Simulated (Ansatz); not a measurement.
## Phonons of K2Pt (Fm-3m) against volume

Aim: how the phonons of K2Pt (Fm-3m) shift with volume, and the thermal expansion that follows.

Method: DFT PBEsol, scalar-relativistic, plane waves, PAW; PAW set soft_1, in Ansatz 0.2.0.

## 1. The starting structure

It takes space group Fm-3m (No. 225, cubic). The conventional cell has a = 7.476 Å, b = 7.476 Å, c = 7.476 Å, α = 90.00°, β = 90.00°, γ = 90.00°. K has 4 Pt at 3.24 Å nearest. Nearest to Pt lie 8 K at 3.24 Å. Farther neighbours are not listed.

As a file:

```cif
data_structure
_symmetry_space_group_name_H-M 'Fm-3m'
_symmetry_Int_Tables_number 225
_cell_length_a 7.4758
_cell_length_b 7.4758
_cell_length_c 7.4758
_cell_angle_alpha 90.000
_cell_angle_beta 90.000
_cell_angle_gamma 90.000
_cell_volume 417.81
loop_
_atom_site_label
_atom_site_type_symbol
_atom_site_symmetry_multiplicity
_atom_site_Wyckoff_symbol
_atom_site_fract_x
_atom_site_fract_y
_atom_site_fract_z
_atom_site_occupancy
K1 K 8 c 0.25000 0.25000 0.75000 1
Pt1 Pt 4 a 0.00000 0.00000 0.00000 1
```

## 2. Phonons on a q mesh

The cell comes from relaxations at this level that are not shown. Stability and thermal properties need the whole zone. Linear response on a 4×4×4 q mesh gives force constants as far as a supercell of that size would, and the tensors from the zone-centre run are typed in so that the long-range dipole term is interpolated apart.

input.yaml

```yaml
crystal:
  lattice:
    - [0.0, 3.7379195423, 3.7379195423]
    - [3.7379195423, 0.0, 3.7379195423]
    - [3.7379195423, 3.7379195423, 0.0]
  atoms:
    - { symbol: K, position: [0.75, 0.75, 0.75] }
    - { symbol: K, position: [0.25, 0.25, 0.25] }
    - { symbol: Pt, position: [0.0, 0.0, 0.0] }
kpoints:
  mp_grid: { grid: [8, 8, 8] }
hamiltonian:
  xc: pbesol
  pseudopotentials: { kind: paw, azcp: { folder: soft_1 }, xc_functional: pbe }
scf:
  occupations: { method: fixed }
output:
  eigenvalues: true
phonons:
  method: dfpt
  qmesh: [4, 4, 4]
  temperatures: { t_max: 1000, t_step: 50 }
  qpath:
    path:
      - [[0.0, 0.0, 0.0], [0.5, 0.0, 0.5], [0.625, 0.25, 0.625]]
      - [[0.375, 0.375, 0.75], [0.0, 0.0, 0.0], [0.5, 0.5, 0.5], [0.5, 0.25, 0.75], [0.5, 0.0, 0.5]]
    npoints: 10
  non_analytic_term:
    high_frequency_dielectric_tensor: [[5.0007, 0.0, 0.0], [0.0, 5.0007, 0.0], [0.0, 0.0, 5.0007]]
    born_effective_charges:
      - { species: K, tensor: [[0.946, 0.0, 0.0], [0.0, 0.946, 0.0], [0.0, 0.0, 0.946]] }
      - { species: K, tensor: [[0.946, 0.0, 0.0], [0.0, 0.946, 0.0], [0.0, 0.0, 0.946]] }
      - { species: Pt, tensor: [[-1.892, 0.0, 0.0], [0.0, -1.892, 0.0], [0.0, 0.0, -1.892]] }
    source: "zone-centre run at this cell"
```

Launch:

```console
$ ansatz run input.yaml --threads 4 --pin off --max-ram 10240MiB --backend cpu --events-out ev --progress --plain --runs-dir out
```

Numbers of over 12 decimals in the logs are rounded to 6 here.

What it wrote:

```text
Warning: phonons: the dynamical matrix that this run interpolates holds no multipole term above the dipole-dipole one, and a site of this crystal is no centre of inversion, so its interpolated transverse optical and acoustic branches and sound speeds can stay off near Gamma, and the density of states and the thermodynamics with them. What a run solves at a wave vector of phonons.qpoints, Gamma apart, where the deck admits one, is free of this, and under fd what a larger phonons.supercell samples
Engine: ansatz 0.2.0, aarch64-unknown-linux-gnu
Pseudopotentials: kind: paw
Pseudopotential: K, paw, valence charge 9, recommended cutoff 420 eV (normal), soft_1/K.paw.azcp
Pseudopotential: Pt, paw, valence charge 18, recommended cutoff 420 eV (normal), soft_1/Pt.paw.azcp
Functional definition: PBEsol
  exchange = pbesol_x
  correlation = pbesol_c
Crystal: 3 atoms, lattice volume = 104.453 Å³
Basis set: ecut = 420 eV, 2085 PW (Γ), exchange–correlation on 72×72×72 points (8 copies of the dense FFT grid, shifted against one another)
Bands: 22, of which v1, the nominal top of the filled ones, is band 18 counted from 1 (17 counted from 0)
Symmetry: 48 space group operations
k-points: 29 of 512
Non-local potential: K, projectors of the file, l = 0: 3, l = 1: 2, l = 2: 2
Non-local potential: Pt, projectors of the file, l = 0: 3, l = 1: 2, l = 2: 2, l = 3: 1
PAW form: soft (Blöchl's): semilocal exchange-correlation on the pseudo side does not see the compensation charge
PAW frozen core: K, regenerated for the run's functional, and the local potential with it (the file was generated under x = pbe(κ = 0.804, μ = 0.219515), c = pbe(β = 0.066725))
PAW frozen core: Pt, regenerated for the run's functional, and the local potential with it (the file was generated under x = pbe(κ = 0.804, μ = 0.219515), c = pbe(β = 0.066725))
PAW one-centre angular grid: K, 110 points (default); XC on 64 Gauss nodes
PAW one-centre angular grid: Pt, 590 points (default); XC on 64 Gauss nodes
Initial density: superposition of atomic densities (chi_scale 0.1, normalization cell, long waves kept (reshape's long-wave potential 0.00 eV rms))
Initial wavefunctions: pseudopotential atomic-orbital guess
Functional: x = pbesol(κ = 0.804, μ = 0.123457), c = pbesol(β = 0.046)
SCF iter   1: F=—  HF=-15421.278645 eV  |F-HF|=—  |Δ(HF+E_count)|=         —  Δρ=1.37e-1  dr2=3.94e1  ethr=3.10e-3  ⟨swp⟩=4.6  Hψ=2542  notcnv=0  defer=43
preconditioner: auto → none  [insulator: Δε(μ)=0.004 eV  Ē_g=10.395 eV  n_scr=14 (ndim 8)  ℏωp=17.8 eV  f_vac=0.012  ε∞_Penn≈3.9]
SCF iter   2: F=—  HF=-15433.378578 eV  |F-HF|=—  |Δ(HF+E_count)|=    1.21e1  Δρ=1.60e-1  dr2=4.83e1  ethr=3.10e-3  ⟨swp⟩=4.0  Hψ=1869  notcnv=0  defer=41
SCF iter   3: F=—  HF=-15419.586390 eV  |F-HF|=—  |Δ(HF+E_count)|=    1.38e1  Δρ=6.40e-2  dr2=9.81e0  ethr=3.10e-3  ⟨swp⟩=3.0  Hψ=1768  notcnv=0  defer=29
SCF iter   4: F=—  HF=-15417.089757 eV  |F-HF|=—  |Δ(HF+E_count)|=    2.50e0  Δρ=1.19e-2  dr2=4.85e-1  ethr=3.10e-3  ⟨swp⟩=3.0  Hψ=1601  notcnv=0  defer=44
SCF iter   5: F=—  HF=-15417.036574 eV  |F-HF|=—  |Δ(HF+E_count)|=   5.32e-2  Δρ=9.49e-3  dr2=2.09e-1  ethr=1.35e-3  ⟨swp⟩=2.0  Hψ=937  notcnv=0  defer=49
SCF iter   6: F=—  HF=-15416.994698 eV  |F-HF|=—  |Δ(HF+E_count)|=   4.19e-2  Δρ=2.57e-4  dr2=1.61e-4  ethr=5.79e-4  ⟨swp⟩=2.0  Hψ=878  notcnv=0  defer=49
SCF iter   7: F=—  HF=-15416.994637 eV  |F-HF|=—  |Δ(HF+E_count)|=   6.17e-5  Δρ=4.51e-5  dr2=2.24e-6  ethr=4.47e-7  ⟨swp⟩=2.4  Hψ=1260  notcnv=0  defer=49
SCF iter   8: F=—  HF=-15416.994639 eV  |F-HF|=—  |Δ(HF+E_count)|=   2.02e-6  Δρ=2.34e-5  dr2=1.16e-6  ethr=6.23e-9  ⟨swp⟩=2.0  Hψ=1044  notcnv=0  defer=18
SCF iter   9: F=—  HF=-15416.994639 eV  |F-HF|=—  |Δ(HF+E_count)|=   2.27e-7  Δρ=4.38e-6  dr2=4.57e-8  ethr=3.23e-9  ⟨swp⟩=2.0  Hψ=811  notcnv=0  defer=17
SCF iter  10: F=—  HF=-15416.994639 eV  |F-HF|=—  |Δ(HF+E_count)|=   7.51e-9  Δρ=4.94e-7  dr2=4.79e-10  ethr=1.27e-10  ⟨swp⟩=2.0  Hψ=812  notcnv=0  defer=17
SCF iter  11: F=-15416.994639 eV  HF=-15416.994639 eV  |F-HF|=1.82e-12  |Δ(HF+E_count)|=  9.09e-12  Δρ=6.55e-8  dr2=5.71e-12  ethr=1.00e-12  ⟨swp⟩=6.9  Hψ=3918  notcnv=0
SCF 1 converged in 11 iterations: F = -15416.994639 eV  dr2 = 5.71e-12
  greatest PAW one-centre occupation: 1.000 electrons in one spin orbital (limit 2), on the Pt atom at site 2 (counted from 0), in its partial waves of l = 0
NSCF: frozen V_eff on 29 k-points
NSCF: frozen V_eff on 59 k-points
DFPT response loops at q = (0, 0, 0) (fractional): preconditioner auto → none (the input reference at scf.mixing.eps_inf says where Resta's filter doesn't serve); β = 0.50; Broyden in place of MSR1
NSCF: frozen V_eff on 576 k-points
DFPT response loops at q = (0, 0, 0.25) (fractional): mixed as the last ones told, above
NSCF: frozen V_eff on 300 k-points
DFPT response loops at q = (0, 0, -0.5) (fractional): mixed as the last ones told, above
NSCF: frozen V_eff on 328 k-points
DFPT response loops at q = (0, 0.25, 0.25) (fractional): mixed as the last ones told, above
NSCF: frozen V_eff on 1024 k-points
DFPT response loops at q = (0, 0.25, -0.5) (fractional): mixed as the last ones told, above
NSCF: frozen V_eff on 576 k-points
DFPT response loops at q = (0, 0.25, -0.25) (fractional): mixed as the last ones told, above
NSCF: frozen V_eff on 190 k-points
DFPT response loops at q = (0, -0.5, -0.5) (fractional): mixed as the last ones told, above
NSCF: frozen V_eff on 328 k-points
DFPT response loops at q = (0.25, -0.5, -0.25) (fractional): mixed as the last ones told, above
SCF converged after 11 iterations
Free energy (F): -15416.994639 eV
Harris-Foulkes:  -15416.994639 eV  (|F-HF|=1.82e-12)
Internal energy: -15416.994639 eV  (E = F + TS)
E sigma→0 (E₀):  -15416.994639 eV
Fermi energy:    4.747673 eV
--- Per-component energies (eV) ---
  E_band       = -594.268310
  E_kinetic    = 1113.411537
  E_local      = -4200.634751  (includes V_loc(G=0)·N_el)
  E_nonlocal   = 236.883936
  E_hartree    = 1619.549126
  E_xc         = -497.920393
  E_vxc        = -598.386967  (∫ρ·V_xc dr)
  E_paw        = -10872.327166  (= ΣΔE_a)
  E_vpaw       = -384.641232  (= ΣTr[D̂ρ^β])
  E_aug_tail   = 0.001091  (compensation charges beyond the density's cutoff)
  E_ewald      = -2816.460820
  E_core_change = 0.502802  (= ΣΔE_core)
  E_smearing   = -0.000000  (= −TS)
  E_closure    = -0.000000  (closes the sum)
  Σ components = -15416.994639   (vs F -15416.994639, Δ=0.00e0)
--- Band table (eV; the first three rows and the last of 29) ---
  k-point 0: bands = [... 14 lower, 4.5373, 4.6980, 4.6980, 4.6980, 8.3006, 8.3006, 8.3006, 10.4306]
  k-point 1: bands = [... 14 lower, 4.5455, 4.6754, 4.6949, 4.6949, 7.8466, 8.3915, 8.3915, 10.7321]
  k-point 2: bands = [... 14 lower, 4.5656, 4.6275, 4.6878, 4.6878, 7.1063, 8.6251, 8.6251, 10.7464]
  k-point 28: bands = [... 14 lower, 4.5100, 4.5100, 4.6828, 4.6957, 7.4531, 7.4531, 8.0381, 9.9287]
--- Phonons (Γ-DFPT): 2 representative perturbations + reference (Σ response iterations 6) ---
  ASR residual: 4.252e-5 → 0.000e0 eV/Å²; symmetrization residual: 3.525e-6 eV/Å²
  ASR residual per site (eV/Å²): 3.54e-5 3.54e-5 4.25e-5
  Γ frequencies (cm⁻¹): 0.00 0.00 0.00 92.80 92.80 92.80 118.34 118.34 118.34
--- Phonons (arbitrary-q DFPT): 8 irreducible q on the 4×4×4 mesh ---
  q = [0.0000, 0.0000, 0.0000] (star 1, of the zone-centre solve; hermiticity 3.99e-6, symmetrization 1.23e-12): -0.00 -0.00 0.00 92.80 92.80 92.80 118.34 118.34 118.34
  q = [0.0000, 0.0000, 0.2500] (star 8, 2 solved perturbations on 288 of 512 k-point pairs; hermiticity 1.86e-6, symmetrization 2.53e-7): 24.74 24.74 43.22 95.87 95.87 109.79 113.98 113.98 124.12
  q = [0.0000, 0.0000, -0.5000] (star 4, 2 solved perturbations on 150 of 512 k-point pairs; hermiticity 6.20e-5, symmetrization 3.10e-5): 34.66 34.66 63.14 104.25 104.25 104.29 104.42 104.42 122.65
  q = [0.0000, 0.2500, 0.2500] (star 6, 4 solved perturbations in 528 linear systems a pass and spin channel, the states on 164 of 512 k-point pairs; hermiticity 6.90e-6, symmetrization 1.54e-7): 27.42 27.42 48.36 85.30 85.30 94.80 121.58 121.58 135.38
  q = [0.0000, 0.2500, -0.5000] (star 24, 4 solved perturbations in 1600 linear systems a pass and spin channel, the states on 512 of 512 k-point pairs; hermiticity 3.09e-6, symmetrization 3.93e-7): 39.74 46.01 59.34 76.27 84.50 85.98 119.42 121.56 138.85
  q = [0.0000, 0.2500, -0.2500] (star 12, 4 solved perturbations in 904 linear systems a pass and spin channel, the states on 288 of 512 k-point pairs; hermiticity 4.57e-5, symmetrization 2.29e-5): 36.78 40.52 55.93 78.39 98.10 99.61 109.52 118.90 132.44
  q = [0.0000, -0.5000, -0.5000] (star 3, 4 solved perturbations in 308 linear systems a pass and spin channel, the states on 95 of 512 k-point pairs; hermiticity 7.01e-6, symmetrization 4.54e-8): 46.10 46.10 61.58 62.39 72.97 72.97 124.65 124.65 151.54
  q = [0.2500, -0.5000, -0.2500] (star 6, 4 solved perturbations in 502 linear systems a pass and spin channel, the states on 164 of 512 k-point pairs; hermiticity 8.31e-6, symmetrization 3.90e-6): 49.16 54.94 54.94 66.08 68.87 102.72 102.72 133.54 139.60
  sum rule: each row above includes the acoustic sum rule's correction from the zone centre's row sums; it moved no ω² by more than (0.50 cm⁻¹)²
  mesh force constants: q→R imaginary residual 3.91e-18; ASR residual 4.252e-5 → 0.000e0 eV/Å²; symmetrization residual 1.110e-15 eV/Å²
  interpolated dispersion: 63 rows × 9 modes
  density of states and harmonic sums: on the 16×16×16 q-mesh, interpolated from the force constants of a 4×4×4 supercell (with the dipole–dipole term of supplied tensors)
  largest difference from the sums on the solved wave vectors: F 1.64e-2 eV, S 2.04e-5 and C_V 3.97e-6 eV/K
  zero-point energy: 0.047399 eV/cell   skipped modes (ω ≤ 0): 3   left out of the sums: 8.14e-5 of the cell's modes: C_V's classical limit lies that fraction below 3 k_B per atom; for a crystal, a wire or a layer, F and S can be off by more, and a phonons.interpolated_qmesh denser along its periods is the remedy for the sampling
```

Wall time 4.8 min (4 threads of Arm Neoverse V1, shared host); peak memory 2.6 GiB.

Numbers from this step:

```
gap on the k-mesh                                       : 1.401 eV
volume per atom                                         : 34.82 Å³
sum-rule residual before enforcement                    : 4.25e-5 eV/Å²
lowest frequency on the path                            : 0 cm⁻¹
point group                                             : m-3m
highest frequency on the path or at a solved wavevector : 151.5 cm⁻¹
mean frequency                                          : 85 cm⁻¹
Debye temperature (second moment)                       : 170 K
logarithmic mean frequency                              : 76.6 cm⁻¹
highest optical mode at the zone centre (no LO-TO term) : 118.3 cm⁻¹
lowest optical zone-centre mode                         : 92.8 cm⁻¹
lowest mode on the q mesh (acoustic modes at Γ apart)   : 24.74 cm⁻¹
zero-point energy per atom                              : 15.8 meV
heat capacity at 300 K                                  : 24.55 J/(mol atoms K)
vibrational entropy at 300 K                            : 50.14 J/(mol atoms K)
```

Frequencies (cm⁻¹) solved at each irreducible wavevector; negative means imaginary. Frequencies by wavevector, by row:

| q in reciprocal lattice units | star | mode 1 | mode 2 | mode 3 | mode 4 | mode 5 | mode 6 | mode 7 | mode 8 | mode 9 |
| --- | --- | --- | --- | --- | --- | --- | --- | --- | --- | --- |
| 0 0 0 | 1 | 0 | 0 | 0 | 92.8 | 92.8 | 92.8 | 118.3 | 118.3 | 118.3 |
| 0 0 0.25 | 8 | 24.7 | 24.7 | 43.2 | 95.9 | 95.9 | 109.8 | 114 | 114 | 124.1 |
| 0 0 -0.5 | 4 | 34.7 | 34.7 | 63.1 | 104.2 | 104.2 | 104.3 | 104.4 | 104.4 | 122.7 |
| 0 0.25 0.25 | 6 | 27.4 | 27.4 | 48.4 | 85.3 | 85.3 | 94.8 | 121.6 | 121.6 | 135.4 |
| 0 0.25 -0.5 | 24 | 39.7 | 46 | 59.3 | 76.3 | 84.5 | 86 | 119.4 | 121.6 | 138.8 |
| 0 0.25 -0.25 | 12 | 36.8 | 40.5 | 55.9 | 78.4 | 98.1 | 99.6 | 109.5 | 118.9 | 132.4 |
| 0 -0.5 -0.5 | 3 | 46.1 | 46.1 | 61.6 | 62.4 | 73 | 73 | 124.7 | 124.7 | 151.5 |
| 0.25 -0.5 -0.25 | 6 | 49.2 | 54.9 | 54.9 | 66.1 | 68.9 | 102.7 | 102.7 | 133.5 | 139.6 |

Symmetry leaves 8 wavevectors to solve. The lowest mode among them, the acoustic zeros apart, lies at q = (0, 0, 0.25) and is real, 24.7 cm⁻¹.

(Continued in part 2 of 3.)

[Logs are printed without paths, hosts, clocks, repeated set-up lines and the standing remarks that a program may print on its own settings, such as how far it seeks lower states.]

[Hosts, paths, dates, database ids (printed as entryN), source tags and the programs' standing remarks are cut or masked in the printed files.]
